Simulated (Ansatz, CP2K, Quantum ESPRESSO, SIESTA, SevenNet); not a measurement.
# Amorphous HfO2 at 8.35 g/cm³ (84 atoms): relaxed, then solved by several programs

Aim: relax amorphous HfO2 at 8.35 g/cm³ (84 atoms), then compare forces, pressure and levels from several programs at that geometry.

All numbers are calculated, not measured.

## (1) Set-up

The cell holds 84 atoms (28 Hf and 56 O), with edges of 10.54, 10.54 and 10.54 Å. Recipe: 84 atoms (28 Zr, 56 O) placed at random at 4.89 g/cm³, melted at 5000 K for 10 ps at fixed volume with the Morse and Coulomb pair potential with partial charges (Pedone, Malavasi, Menziani, Cormack and Segre, J. Phys. Chem. B 110, 11780 (2006)). Quenched from 5000 K to 300 K at 50 K/ps and fixed volume, held 5 ps, then minimised at fixed cell. Then Zr was replaced by Hf at the same volume (the potential has no terms for Hf, so the cell is a start for a DFT relaxation). Then the atoms were relaxed with SevenNet l3i5 in the fixed cell. Then the atoms were relaxed with CP2K double zeta, PBE.

## (2) The relaxation

CP2K double zeta (DZVP-MOLOPT-SR, GTH-PBE potentials, 480 Ry; k-points Γ) took 16 geometry steps and reached its thresholds. It started from the geometry that SevenNet l3i5 had relaxed.

Elapsed: 16 min, on 4 MPI ranks of Arm Neoverse V2, shared host; peak memory 3.6 GiB; 65 min of CPU time.

```tsv
	before	after
energy (meV/atom)	0	-3.2
Hf-O bonds under 2.82 Å	163 at 2.124 Å	163 at 2.120 Å
```

Atoms moved by 0.04 Å r.m.s. and 0.13 Å at most, with the common shift taken off.

## (3) Local order after relaxation

Density 8.35 g/cm³, 13.95 Å³ an atom.

Pair distribution functions g(r), in bins of 0.1 Å:

```tsv
r (Å)	total	O-O	O-Hf	Hf-Hf
1.75	0.00	0.00	0.00	0.00
1.85	0.08	0.00	0.17	0.00
1.95	1.18	0.00	2.66	0.00
2.05	3.75	0.00	8.43	0.00
2.15	3.22	0.00	7.24	0.00
2.25	0.94	0.00	2.12	0.00
2.35	0.28	0.00	0.64	0.00
2.45	0.22	0.19	0.30	0.00
2.55	0.73	1.46	0.19	0.00
2.65	1.08	2.44	0.00	0.00
2.75	0.63	1.41	0.00	0.00
2.85	1.11	2.49	0.00	0.00
2.95	1.46	2.95	0.34	0.00
3.05	0.99	1.92	0.25	0.25
3.15	0.94	1.86	0.18	0.24
3.25	1.03	1.59	0.23	2.03
3.35	0.92	0.90	0.26	3.60
3.45	0.78	0.90	0.40	1.79
3.55	0.82	0.90	0.61	1.32
3.65	0.91	0.40	0.98	2.68
3.75	1.11	0.76	0.89	3.37
3.85	0.96	0.64	0.96	2.25
3.95	0.98	0.72	0.92	2.28
4.05	1.27	1.23	1.31	1.31
4.15	0.92	0.66	1.31	0.42
4.25	0.99	0.98	1.12	0.52
4.35	0.85	0.57	1.29	0.25
4.45	0.99	0.51	1.59	0.48
4.55	1.07	0.46	1.84	0.46
4.65	0.89	0.69	1.32	0.00
4.75	1.15	0.87	1.47	0.94
4.85	0.97	0.78	1.21	0.71
4.95	0.94	0.73	1.21	0.68
5.05	1.04	0.98	1.12	0.94
5.15	1.13	1.37	1.01	0.63
5.25	0.94	1.06	0.93	0.52
```

Bonds by pair of elements; cutoffs follow the first minimum of g(r), held within bounds set by covalent radii, and pairs that aren't listed don't count as bonded:

```tsv
pair A-B	cutoff (Å)	bonds	mean length (Å)	spread (Å)	shortest (Å)	B about A	A about B
O-Hf	2.82	163	2.12	0.115	1.90	2.91	5.82
```

How many atoms have how many bonded neighbours:

```tsv
element	mean	2	3	4	5	6	7
Hf	5.82	0	0	0	8	17	3
O	2.91	8	45	3	0	0	0
```

Bond angles, per cent of each kind in bins of 5°:

```tsv
angle (°)	O-Hf-O	Hf-O-Hf
60–65	0.3	0.0
65–70	1.3	0.0
70–75	10.8	0.0
75–80	7.3	0.0
80–85	12.8	0.6
85–90	9.8	0.0
90–95	8.0	2.5
95–100	7.3	11.8
100–105	7.0	19.9
105–110	5.5	8.7
110–115	2.0	4.3
115–120	1.5	6.2
120–125	3.3	11.8
125–130	1.5	10.6
130–135	2.0	6.8
135–140	2.5	4.3
140–145	3.3	3.1
145–150	2.3	3.7
150–155	3.8	2.5
155–160	1.8	1.2
160–165	1.8	0.6
165–170	2.5	0.6
170–175	1.5	0.6
175–180	0.3	0.0
```

Bond angles (no mean is given where the spread exceeds 20°):

```tsv
angle	count	mean (°)	spread (°)
O-Hf-O	398	-	-
Hf-O-Hf	161	118	17.8
```

Bond length by coordination (bonds to H left out):

```tsv
element	coordination	atoms	mean bond length (Å)
Hf	5	8	2.06
Hf	6	17	2.12
Hf	7	3	2.21
O	2	8	1.96
O	3	45	2.13
O	4	3	2.23
```

First main peaks of g(r), for some of the pairs, lie near 2.1 Å (O-Hf). With the cutoffs above, 61 % of Hf atoms have 6 and 80 % of O atoms have 3 bonded neighbours. Bonds at O atoms with 2 neighbours average 1.96 Å, against 2.23 Å at those with 4.

## (4) The plane-wave reference

Quantum ESPRESSO 7.5: Kohn-Sham DFT, PBE, SSSP efficiency 1.3.0 pseudopotentials, plane waves. Its input for the relaxed cell:

```
&control
  calculation = 'scf'
  pseudo_dir = './pseudo'
  outdir = './tmp'
  disk_io = 'none'
  tprnfor = .true.
  tstress = .true.
/
&system
  ibrav = 0
  nat = 84
  ntyp = 2
  ecutwfc = 60
  ecutrho = 480
  nosym = .true.
  occupations = 'smearing'
  smearing = 'fd'
  degauss = 0.003675
/
&electrons
  conv_thr = 4.2e-07
  electron_maxstep = 100
  mixing_beta = 0.4
  mixing_mode = 'plain'
  diagonalization = 'david'
/
ATOMIC_SPECIES
Hf 178.490 Hf.upf
O 15.999 O.upf
CELL_PARAMETERS angstrom
10.54360 0.00000 0.00000
0.00000 10.54360 0.00000
0.00000 0.00000 10.54360
ATOMIC_POSITIONS crystal
Hf 0.65463 0.27350 0.32603
Hf 0.97671 0.69007 0.90888
Hf 0.03154 0.08003 0.41232
[... 79 atom lines left out ...]
O 0.38251 0.67519 0.26348
O 0.58386 0.57473 0.55548
K_POINTS gamma
```

It took 3.4 min on 4 MPI ranks of Arm Neoverse V2, shared host; peak memory 4 GiB; 13 min of CPU time.

## (5) Side by side

CPU times are from a shared host and are rough.

| level | basis or training data | k-points | own r.m.s. force (meV/Å) | difference from the reference (meV/Å) | pressure (GPa) | Kohn-Sham gap (eV) | CPU time | memory (GiB) |
| --- | --- | --- | --- | --- | --- | --- | --- | --- |
| QE, PBE | plane waves, SSSP efficiency, 60/480 Ry | Γ | 132 | - | -2.90 | 3.95 | 13 min | 4.0 |
| CP2K triple zeta, PBE | TZV2P-UZH, GTH-PBE potentials, 600 Ry | Γ | 79 | 109 | -6.03 | 3.98 | 11 min | 7.4 |
| SIESTA DZP, PBE | DZP orbitals, shift 0.01 Ry, mesh 400 Ry | Γ | 240 | 132 | -1.01 | 3.88 | 4.3 min | 1.9 |
| SevenNet l3i5 | trained on PBE(+U) plane-wave data | - | 153 | 68 | -3.14 | - | 8.4 s | 1.4 |

The gap is the spacing of the highest filled and lowest empty Kohn-Sham level on the mesh; a dash marks partly filled levels, a spacing under 0.15 eV or a method without such levels.

## (6) Outcome

Relaxation in the fixed cell lowers the energy by 3 meV/atom at its own level and moves atoms by up to 0.13 Å. The reference finds an r.m.s. force of 132 meV/Å there and a pressure of -2.90 GPa, at a geometry that CP2K double zeta made. Forces differ from the reference's by 68 meV/Å (SevenNet l3i5), 109 meV/Å (CP2K triple zeta, PBE) and 132 meV/Å (SIESTA DZP, PBE).

CP2K double zeta is at its own minimum here, so the reference's force is itself a measure of how the two differ. Pressures lie -0.2 GPa (SevenNet l3i5), -3.1 GPa (CP2K triple zeta, PBE) and +1.9 GPa (SIESTA DZP, PBE) from the reference's. The highest filled and lowest empty levels lie 3.95 eV apart in the reference, against 3.98 eV in CP2K triple zeta, PBE and 3.88 eV in SIESTA DZP, PBE. With the cutoffs above, 61 % of Hf atoms have 6 and 80 % of O atoms have 3 bonded neighbours.

Caveats: The density was set by the recipe and held. One sample of a disordered cell; defect or tail levels can set the gap. Gaps are read on the mesh, which holds the band edges only if they fold onto it, and semilocal functionals tend to put them under measured ones. The quench rate of 50 K/ps is many orders above laboratory rates, so the cell is likely richer in defects and strain than a real sample. The reference samples only Γ, in a cell whose shortest periodic width is 11 Å. Spin–orbit coupling is left out, which matters for the levels of the heavy elements. The plane-wave runs aren't exact: their cutoffs and mesh weren't converged further here. SIESTA's automatically made basis is far from complete, and its potentials were converted by us (checked for H, C, O, Si, Ge and Ca alone). Where levels are smeared, the DFT runs use Fermi–Dirac occupations at 580 K (0.05 eV), and energies are free energies.

[Logs are printed without paths, hosts, clocks, repeated set-up lines and the standing remarks that a program may print on its own settings, such as how far it seeks lower states.]

[Hosts, paths, dates, database ids (printed as entryN), source tags and the programs' standing remarks are cut or masked in the printed files.]
